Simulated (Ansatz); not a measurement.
## Quasi-harmonic thermodynamics of GaAs (F-43m)

Wanted: α(T), C_P(T) and B(T) of GaAs in the quasi-harmonic approximation.

What experiment has found for this phase:
- volume expansion coefficient 16.2 1e-6/K, heat capacity C_P per formula unit 46.8 J/mol/K and bulk modulus 74.8 GPa near room temperature (given in “High-Throughput Prediction of Finite-Temperature Properties using the Quasi-Harmonic Approximation”, 2016, arXiv:1603.06924)

Main program and level: Ansatz 0.2.0; DFT PBE, scalar-relativistic, plane waves, PAW, in the first sound run; inputs show where later runs differ.

## Step 1: Starting point

Symmetry: F-43m, No. 216, cubic system. Conventional cell: a = 5.654 Å, b = 5.654 Å, c = 5.654 Å, α = 90.00°, β = 90.00°, γ = 90.00°. Nearest to Ga lie 4 As at 2.45 Å. Nearest to As lie 4 Ga at 2.45 Å. Farther neighbours are not listed.

## Step 2: A first coarse run

Before spending time, one coarse run tells the gap and the pressure of the starting cell.

input.yaml reads:

```yaml
crystal:
  lattice:
    - [0.0, 2.82685, 2.82685]
    - [2.82685, 0.0, 2.82685]
    - [2.82685, 2.82685, 0.0]
  atoms:
    - { symbol: Ga, position: [0.0, 0.0, 0.0] }
    - { symbol: As, position: [0.25, 0.25, 0.25] }
kpoints:
  mp_grid: { grid: [6, 6, 6] }
hamiltonian:
  xc: pbe
scf:
  occupations: { method: gaussian, width: 0.1 }
output:
  forces: true
  stress: true
  eigenvalues: true
```

Started as:

```sh
$ ansatz run input.yaml --threads 4 --pin off --max-ram 8192MiB --backend cpu --events-out ev --progress --plain --runs-dir out
```

Numbers of over 12 decimals in the logs are rounded to 6 here.

What it wrote:

```text
Engine: ansatz 0.2.0, aarch64-unknown-linux-gnu
Pseudopotentials: kind: paw
Pseudopotential: Ga, paw, valence charge 13, recommended cutoff 420 eV (normal), Ga.paw.azcp
Pseudopotential: As, paw, valence charge 15, recommended cutoff 420 eV (normal), As.paw.azcp
Functional definition: PBE
  parameter kappa = 0.804
  parameter beta = 0.066725
  exchange = pbe_x(kappa = kappa, mu = beta*pi^2/3)
  correlation = pbe_c(beta = beta)
Crystal: 2 atoms, lattice volume = 45.179 Å³
Basis set: ecut = 420 eV, 893 PW (Γ), exchange–correlation on 54×54×54 points (8 copies of the dense FFT grid, shifted against one another)
Bands: 18, of which v1, the nominal top of the filled ones, is band 14 counted from 1 (13 counted from 0)
Symmetry: 24 space group operations
Space group: F-43m (ITA 216), of the structure as read, at distance tolerance 3.6e-5 Å
k-points: 16 of 216 (time reversal used)
Non-local potential: Ga, projectors of the file, l = 0: 2, l = 1: 2, l = 2: 3, l = 3: 1
Non-local potential: As, projectors of the file, l = 0: 2, l = 1: 2, l = 2: 3, l = 3: 1
PAW form: soft (Blöchl's): semilocal exchange-correlation on the pseudo side does not see the compensation charge
PAW one-centre angular grid: Ga, 590 points (default); XC on 64 Gauss nodes
PAW one-centre angular grid: As, 590 points (default); XC on 64 Gauss nodes
Initial density: superposition of atomic densities (neutral atoms: chi_scale 0, normalization atom), corrected by the library's trained network
Initial wavefunctions: pseudopotential atomic-orbital guess
Functional: x = pbe(κ = 0.804, μ = 0.219515), c = pbe(β = 0.066725)
SCF iter   1: F=—  HF=-8639.814965 eV  |F-HF|=—  |Δ(HF+E_count)|=         —  Δρ=1.49e-3  dr2=1.50e-3  ethr=1.77e-3  ⟨swp⟩=5.1  Hψ=1344  notcnv=0
preconditioner: auto → none  [insulator: Δε(μ)=0.507 eV  Ē_g=15.488 eV  σ=0.100 eV  W_gap=1.00  n_scr=14 (ndim 8)  ℏωp=23.4 eV  f_vac=0.086  D(μ)=0.00/eV (n_scr^D=0)  ε∞_Penn≈3.3]
SCF iter   2: F=—  HF=-8639.814084 eV  |F-HF|=—  |Δ(HF+E_count)|=   8.81e-4  Δρ=7.50e-4  dr2=2.46e-4  ethr=5.37e-6  ⟨swp⟩=2.0  Hψ=560  notcnv=0
SCF iter   3: F=—  HF=-8639.813993 eV  |F-HF|=—  |Δ(HF+E_count)|=   9.17e-5  Δρ=2.19e-4  dr2=2.82e-5  ethr=8.77e-7  ⟨swp⟩=2.0  Hψ=432  notcnv=0
SCF iter   4: F=—  HF=-8639.814011 eV  |F-HF|=—  |Δ(HF+E_count)|=   1.78e-5  Δρ=9.23e-5  dr2=4.07e-6  ethr=1.01e-7  ⟨swp⟩=2.0  Hψ=351  notcnv=0
SCF iter   5: F=—  HF=-8639.814016 eV  |F-HF|=—  |Δ(HF+E_count)|=   5.52e-6  Δρ=1.73e-5  dr2=1.55e-7  ethr=1.45e-8  ⟨swp⟩=2.0  Hψ=432  notcnv=0
SCF iter   6: F=-8639.814016 eV  HF=-8639.814016 eV  |F-HF|=1.79e-8  |Δ(HF+E_count)|=   2.40e-7  Δρ=4.91e-6  dr2=9.03e-9  ethr=3.57e-10  ⟨swp⟩=5.0  Hψ=1292  notcnv=0
SCF 1 converged in 6 iterations: F = -8639.814016 eV  dr2 = 9.03e-9
  greatest PAW one-centre occupation: 0.999 electrons in one spin orbital (limit 2), on the As atom at site 1 (counted from 0), in its partial waves of l = 2
SCF converged after 6 iterations
Free energy (F): -8639.814016 eV
Harris-Foulkes:  -8639.814016 eV  (|F-HF|=1.79e-8)
Internal energy: -8639.814015 eV  (E = F + TS)
E sigma→0 (E₀):  -8639.814016 eV
Entropy (-TS):   -0.000001 eV (-0.001 meV/atom)
Fermi energy:    8.458182 eV
--- Per-component energies (eV) ---
  E_band       = -311.750362
  E_kinetic    = 219.545845
  E_local      = -3915.795201  (includes V_loc(G=0)·N_el)
  E_nonlocal   = -245.695404
  E_hartree    = 1973.738746
  E_xc         = -148.475462
  E_vxc        = -137.511464  (∫ρ·V_xc dr)
  E_paw        = -3824.404615  (= ΣΔE_a)
  E_vpaw       = -179.768443  (= ΣTr[D̂ρ^β])
  E_aug_tail   = -0.000138  (compensation charges beyond the density's cutoff)
  E_ewald      = -2698.727786
  E_smearing   = -0.000001  (= −TS)
  E_closure    = -0.000000  (closes the sum)
  Σ components = -8639.814016   (vs F -8639.814016, Δ=0.00e0)
--- Forces (eV/Å), atoms counted from 1 ---
  atom   1  Ga     0.00000000     0.00000000     0.00000000
  atom   2  As    -0.00000000     0.00000000     0.00000000
  max |Σ_I F_I| component: 2.57e-16 eV/Å
--- Stress (GPa, compression-positive) ---
        3.260710      -0.000000       0.000000
        0.000000       3.260710       0.000000
       -0.000000       0.000000       3.260710
  P = ⅓ Tr σ = 3.2607 GPa (32.607 kbar)
--- Band table (eV; the first three rows and the last of 16) ---
  k-point 0: bands = [... 10 lower, -4.5366, 8.1914, 8.1914, 8.1914, 8.7049, 11.9251, 11.9251, 11.9251]
  k-point 1: bands = [... 10 lower, -4.2160, 5.4802, 7.8111, 7.8111, 9.8235, 12.4720, 12.4720, 12.8747]
  k-point 2: bands = [... 10 lower, -3.3888, 2.8153, 7.2651, 7.2651, 9.4074, 12.8913, 12.8913, 15.4414]
  k-point 15: bands = [... 10 lower, -1.9910, 1.5116, 4.8489, 4.9922, 11.4682, 11.6457, 15.3069, 15.6074]
```

Run time: 0.52 s. Hardware: 4 threads of Arm Neoverse V1, shared host; peak memory 0.31 GiB; 1.5 s of CPU time.

This step gave:

* pressure: 3.261 GPa
* volume per atom: 22.59 Å³
* gap on the k-mesh: 0.5135 eV

The start is under 3.3 GPa at this level and looks like an insulator or semiconductor on this mesh.

## Step 3: Relaxation

Phonons are second derivatives about a minimum, so cell and atoms are relaxed first, inside the symmetry of the start.

input.yaml, the sections that differ from step 2:

```yaml
kpoints:
  mp_grid: { grid: [12, 12, 12] }
scf:
  occupations: { method: gaussian, width: 0.02 }
output:
  forces: true
  stress: true
  eigenvalues: true
  write_density: true
  write_potential: true
  elf: true
  volumetric_format: npy
relax:
  adjacent_minimum: "off"
  f_tol: 0.005
  max_steps: 80
  cell: { stress_tol: 0.05 }
# crystal, hamiltonian: as in step 2
```

What it wrote:

```text
[...]
Crystal: 2 atoms, lattice volume = 45.179 Å³
Basis set: ecut = 420 eV, 893 PW (Γ), exchange–correlation on 54×54×54 points (8 copies of the dense FFT grid, shifted against one another)
Bands: 18, of which v1, the nominal top of the filled ones, is band 14 counted from 1 (13 counted from 0)
Symmetry: 24 space group operations
[...]
k-points: 72 of 1728 (time reversal used)
[...]
SCF iter   1: F=—  HF=-8639.839710 eV  |F-HF|=—  |Δ(HF+E_count)|=         —  Δρ=1.88e-3  dr2=2.71e-3  ethr=1.77e-3  ⟨swp⟩=6.0  Hψ=6101  notcnv=0
[...]
SCF iter   6: F=-8639.838692 eV  HF=-8639.838692 eV  |F-HF|=3.63e-9  |Δ(HF+E_count)|=   5.17e-7  Δρ=6.22e-6  dr2=2.39e-8  ethr=3.57e-10  ⟨swp⟩=5.9  Hψ=8164  notcnv=0
SCF 1 converged in 6 iterations: F = -8639.838692 eV  dr2 = 2.39e-8
[...]
relax step   1: F+E_penalty+E_count = -8639.83869165 eV  Δ(F+E_penalty+E_count) = +0.000e0 eV  max|allowed force component| = 1.018e-16 eV/Å  Δτ_max = 0.0000 Å  P = +3.294 GPa  Ω = 45.179 Å³  (6 SCF iters, dr2 threshold 1.00e-7 eV, accepted)
Crystal: 2 atoms, lattice volume = 46.948 Å³
Basis set: ecut = 420 eV, 941 PW (Γ), exchange–correlation on 54×54×54 points (8 copies of the dense FFT grid, shifted against one another)
[...]
iter 1 solved again at ethr=4.22e-6 eV; its pass at ethr=3.10e-3 eV (dr2=1.18e-3 eV) is discarded
[...]
SCF iter   6: F=-8639.859381 eV  HF=-8639.859381 eV  |F-HF|=1.92e-9  |Δ(HF+E_count)|=   7.46e-8  Δρ=3.36e-6  dr2=7.89e-9  ethr=5.48e-10  ⟨swp⟩=9.0  Hψ=9010  notcnv=0
SCF 2 converged in 6 iterations: F = -8639.859381 eV  dr2 = 7.89e-9
relax step   2: F+E_penalty+E_count = -8639.85938134 eV  Δ(F+E_penalty+E_count) = -2.069e-2 eV  max|allowed force component| = 3.296e-17 eV/Å  Δτ_max = 0.0000 Å  P = +0.616 GPa  Ω = 46.948 Å³  energy of the carried Pulay correction = -3.695e-4 eV  (6 SCF iters, dr2 threshold 2.00e-7 eV, accepted)
Crystal: 2 atoms, lattice volume = 47.375 Å³
[...]
SCF iter   4: F=-8639.860175 eV  HF=-8639.860175 eV  |F-HF|=3.14e-8  |Δ(HF+E_count)|=   1.40e-7  Δρ=1.07e-5  dr2=3.23e-8  ethr=7.14e-10  ⟨swp⟩=9.9  Hψ=10722  notcnv=0
SCF 3 converged in 4 iterations: F = -8639.860175 eV  dr2 = 3.23e-8
  Residual-converged pass: ⟨swp⟩=1.0  Hψ=1586  notcnv=0  max |occ|·‖R‖ = 7.0e-9 eV (tolerance 1.0e-8 eV)  dr2=3.23e-8  dr2_onsite=9.99e-9  max |Δocc| = 2.2e-16
relax step   3: F+E_penalty+E_count = -8639.86017526 eV  Δ(F+E_penalty+E_count) = -7.939e-4 eV  max|allowed force component| = 2.602e-17 eV/Å  Δτ_max = 0.0000 Å  P = +0.050 GPa  Ω = 47.375 Å³  energy of the carried Pulay correction = -4.564e-4 eV  (4 SCF iters, dr2 threshold 2.00e-7 eV, accepted)
[...]
relax step   4: F+E_penalty+E_count = -8639.86017374 eV  Δ(F+E_penalty+E_count) = +1.519e-6 eV  max|allowed force component| = 4.460e-17 eV/Å  Δτ_max = 0.0000 Å  P = +0.001 GPa  Ω = 47.413 Å³  energy of the carried Pulay correction = -4.642e-4 eV  (4 SCF iters, dr2 threshold 6.36e-9 eV, accepted)
Basis set: ecut = 420 eV, 941 PW (Γ), exchange–correlation on 60×60×60 points (8 copies of the dense FFT grid, shifted against one another)
[...]
SCF iter   7: F=-8639.860638 eV  HF=-8639.860638 eV  |F-HF|=9.09e-12  |Δ(HF+E_count)|=  4.55e-10  Δρ=5.72e-8  dr2=3.04e-12  ethr=1.00e-12  ⟨swp⟩=5.7  Hψ=5497  notcnv=0
SCF 5 converged in 7 iterations: F = -8639.860638 eV  dr2 = 3.04e-12
relax step   5: F+E_penalty+E_count = -8639.86063784 eV  Δ(F+E_penalty+E_count) = -4.641e-4 eV  max|allowed force component| = 2.804e-17 eV/Å  Δτ_max = 0.0000 Å  P = +0.002 GPa  Ω = 47.413 Å³  stress off target by 2.28e-3 GPa  SCF on the basis re-selected at this cell (its energy is not comparable with the rows above)  (7 SCF iters)
basis re-selected at this cell: Δ(F+E_penalty+E_count) = -4.641e-4 eV, ΔP = +0.001 GPa vs the last step (what re-selecting the basis moved, of the pressure what is left beyond the Pulay correction that the steps carried, after the strain that the cell walked since its last selection, with what the two solves' SCF thresholds leave and, on support functions, any second-order correction that the steps lacked; it is no measure of the basis error at this ecutwfc). The dense FFT grid was sized anew with the basis: this SCF ran on 30×30×30 points, the steps before it on 27×27×27, so part of this shift can come from that change (see relax.cell in the input reference). [rest of the remark cut]
SCF converged after 7 iterations
Free energy (F): -8639.860638 eV
[...]
Internal energy: -8639.860638 eV  (E = F + TS)
E sigma→0 (E₀):  -8639.860638 eV
Fermi energy:    7.623330 eV
[...]
--- Stress (GPa, compression-positive) ---
        0.002283       0.000000       0.000000
        0.000000       0.002283       0.000000
        0.000000       0.000000       0.002283
  P = ⅓ Tr σ = 0.0023 GPa (0.023 kbar)
--- Band table (eV; the first three rows and the last of 72) ---
  k-point 0: bands = [... 10 lower, -4.8500, 7.5416, 7.5416, 7.5416, 7.7024, 11.2677, 11.2677, 11.2677]
  k-point 1: bands = [... 10 lower, -4.7738, 6.2606, 7.4371, 7.4371, 8.6518, 11.3930, 11.4256, 11.4256]
  k-point 2: bands = [... 10 lower, -4.5521, 4.8413, 7.1891, 7.1891, 8.9802, 11.7833, 11.7833, 12.0815]
  k-point 71: bands = [... 10 lower, -2.5098, 1.1182, 4.2328, 4.4243, 11.9389, 12.2398, 12.8030, 13.5694]
--- Relaxed structure (4 steps of the walk, 4 accepted, 1 SCFs on fresh bases) ---
  F+E_penalty+E_count = -8639.86063784 eV   max|allowed force component| = 2.804e-17 eV/Å   (the final SCF, on the basis selected at the relaxed cell)
  cell:  # Å, volume = 47.4130 Å³
    - [0, 2.872692, 2.872692]
    - [2.872692, 0, 2.872692]
    - [2.872692, 2.872692, 0]
  atoms:
    - { symbol: Ga, position: [0, 0, 0] }
    - { symbol: As, position: [0.250000, 0.250000, 0.250000] }
```

It took 9.2 s on 4 threads; peak memory 0.44 GiB.

Step by step:

```csv
step,energy less that of the first step (eV),largest force component (eV/Å),pressure (GPa),volume (Å³)
1,0.0000,0.0000,3.29,45.18
2,-0.0207,0.0000,0.62,46.95
3,-0.0215,0.0000,0.05,47.37
4,-0.0215,0.0000,0.00,47.41
5*,-0.0219,0.0000,0.00,47.41
```

Relaxation steps marked * repeat the geometry before them on a plane-wave basis chosen anew for their cell, so energy and pressure can jump there.

Forces are held to the 24 operations that the run works with; a distortion that breaks them can't arise in this run.

```csv
"conventional cell, symmetrised",before,after,change
a (Å),5.654,5.745,+1.6 %
b (Å),5.654,5.745,+1.6 %
c (Å),5.654,5.745,+1.6 %
volume (Å³/atom),22.59,23.71,+4.9 %
```

Final coordinates:

```xyz
2
Lattice="0.0000 2.8727 2.8727 2.8727 0.0000 2.8727 2.8727 2.8727 0.0000" Properties=species:S:1:pos:R:3 pbc="T T T"
Ga    0.0000    0.0000    0.0000
As    1.4363    1.4363    1.4363
```

Numbers from this step:

- pressure: 0.002283 GPa
- gap on the k-mesh: 0.1607 eV
- volume per atom: 23.71 Å³

Electrostatic potential energy in the ac plane of a cell with a along [110], b along [-110] and c along [001] of the cube at fractional y = 0.000, with atoms of Ga and As within 0.2 Å of it. With pseudopotentials it is smooth inside the atoms' cores, unlike the true potential.

Ten even steps from '0' (-15 eV) to '9' (12 eV), each cell a mean:
```
00278778720000577777500
01564224651003653235630
56743773476557625752675
88736995378888539982588
99834994389998627972689
99862332689999742424799
99986456899999975457999
99999889999999998889999
99999999999999999999999
99999999999999999999999
99999999999999999999999
99999999999999999999999
78899999988778999999987
24789999874235899999853
00489999730001689998610
00278998720000589998400
```
Columns run along a (8.1 Å; values clipped at the 3rd and 97th percentile), rows up along c (5.7 Å), edges of the conventional cell, whose origin can differ from the input's. Atoms in or near the plane, at fractional coordinates: Ga at (0.50, 0.00), Ga at (0.00, 0.00), As at (0.75, 0.75), As at (0.25, 0.75).

Valence density in the ac plane of a cell with a along [110], b along [-110] and c along [001] of the cube at fractional y = 0.000, with atoms of Ga and As within 0.2 Å of it. It is the smooth field of the valence electrons, not physical close to the nuclei.

Ten steps, logarithmic in the rise over the least value, from '0' (0 e/Å³) to '9' (37 e/Å³), each cell a mean:
```
85211111125873111111137
42112222112432112221123
11124664211111125652111
00126885210001147973110
00125885200000137873100
00012442100000023532000
00001111000000011111000
00000000000000000000000
00000000000000000000000
00000000000000000000000
00000000000000000000000
00000000000000000000000
00000000000000000000000
21000000001221000000012
64100000014652100000125
96210000126984100000148
```
Columns run along a (8.1 Å), rows up along c (5.7 Å), edges of the conventional cell, whose origin can differ from the input's. Atoms in or near the plane, at fractional coordinates: Ga at (0.50, 0.00), Ga at (0.00, 0.00), As at (0.75, 0.75), As at (0.25, 0.75).

ELF in the ac plane of a cell with a along [110], b along [-110] and c along [001] of the cube at fractional y = 0.000, with atoms of Ga and As within 0.2 Å of it. It is the smooth field of the valence electrons, not physical close to the nuclei.

Values, 9 rows by 16 columns, each cell a mean:
```
0.10 0.28 0.62 0.66 0.64 0.68 0.38 0.14 0.10 0.28 0.62 0.66 0.64 0.68 0.38 0.14
0.29 0.56 0.72 0.44 0.36 0.65 0.66 0.34 0.29 0.56 0.72 0.44 0.36 0.65 0.66 0.34
0.20 0.50 0.61 0.35 0.28 0.56 0.58 0.27 0.20 0.50 0.61 0.35 0.28 0.56 0.58 0.27
0.04 0.24 0.52 0.61 0.61 0.57 0.34 0.08 0.04 0.24 0.52 0.61 0.61 0.57 0.34 0.08
0.01 0.05 0.19 0.36 0.40 0.25 0.08 0.02 0.01 0.05 0.19 0.36 0.40 0.25 0.08 0.02
0.05 0.03 0.03 0.05 0.06 0.04 0.03 0.04 0.05 0.03 0.03 0.05 0.06 0.04 0.03 0.04
0.21 0.14 0.06 0.02 0.01 0.04 0.11 0.19 0.21 0.14 0.06 0.02 0.01 0.04 0.11 0.19
0.24 0.25 0.17 0.06 0.04 0.12 0.23 0.25 0.24 0.25 0.17 0.06 0.04 0.12 0.23 0.25
0.10 0.21 0.31 0.32 0.31 0.33 0.25 0.10 0.10 0.21 0.31 0.32 0.31 0.33 0.25 0.10
```
Columns run along a (8.1 Å), rows up along c (5.7 Å), edges of the conventional cell, whose origin can differ from the input's. Atoms in or near the plane, at fractional coordinates: Ga at (0.50, 0.00), Ga at (0.00, 0.00), As at (0.75, 0.75), As at (0.25, 0.75).

The relaxation ends with a pressure of 0.00 GPa.

## Step 4: Relaxing to small residual forces and stress

The relaxation is repeated with tighter thresholds on force and stress, since phonons are sensitive to what is left; a change of mesh or smearing in the input moves the cell too.

input.yaml, the sections that differ from step 3:

```yaml
crystal:
  lattice:
    - [0.0, 2.8726922801, 2.8726922801]
    - [2.8726922801, 0.0, 2.8726922801]
    - [2.8726922801, 2.8726922801, 0.0]
  atoms:
    - { symbol: Ga, position: [0.0, 0.0, 0.0] }
    - { symbol: As, position: [0.25, 0.25, 0.25] }
output:
  forces: true
  stress: true
  eigenvalues: true
relax:
  adjacent_minimum: "off"
  f_tol: 0.001
  max_steps: 60
  cell: { stress_tol: 0.01 }
# kpoints, hamiltonian, scf: as in step 3
```

What it wrote:

```text
[...]
Crystal: 2 atoms, lattice volume = 47.413 Å³
Basis set: ecut = 420 eV, 941 PW (Γ), exchange–correlation on 60×60×60 points (8 copies of the dense FFT grid, shifted against one another)
Bands: 18, of which v1, the nominal top of the filled ones, is band 14 counted from 1 (13 counted from 0)
Symmetry: 24 space group operations
[...]
k-points: 72 of 1728 (time reversal used)
[...]
k-point 71: bands = [... 10 lower, -2.5098, 1.1182, 4.2328, 4.4243, 11.9389, 12.2398, 12.8030, 13.5694]
--- Relaxed structure (1 steps of the walk, 1 accepted, 1 SCFs on fresh bases) ---
[...]
cell:  # Å, volume = 47.4130 Å³
    - [0.0, 2.8726922801, 2.8726922801]
    - [2.8726922801, 0.0, 2.8726922801]
    - [2.8726922801, 2.8726922801, 0.0]
  atoms:
    - { symbol: Ga, position: [0.0, 0.0, 0.0] }
    - { symbol: As, position: [0.25, 0.25, 0.25] }
[key lines of the parts left out:]
SCF converged after 6 iterations
Free energy (F): -8639.860638 eV
Fermi energy:    7.623328 eV
P = ⅓ Tr σ = 0.0023 GPa (0.023 kbar)
```

It took 3.6 s on 4 threads; peak memory 0.42 GiB.

Little changed from the start: no atom moved by 0.005 Å and no cell edge by 0.1 %.

The residual pressure is 0.0023 GPa, small enough for phonons.

(Part 1 of 2 ends here.)

[Logs are printed without paths, hosts, clocks, repeated set-up lines and the standing remarks that a program may print on its own settings, such as how far it seeks lower states.]

[Hosts, paths, dates, database ids (printed as entryN), source tags and the programs' standing remarks are cut or masked in the printed files.]

[A step with changed settings may run another functional than the one named; its input shows which.]
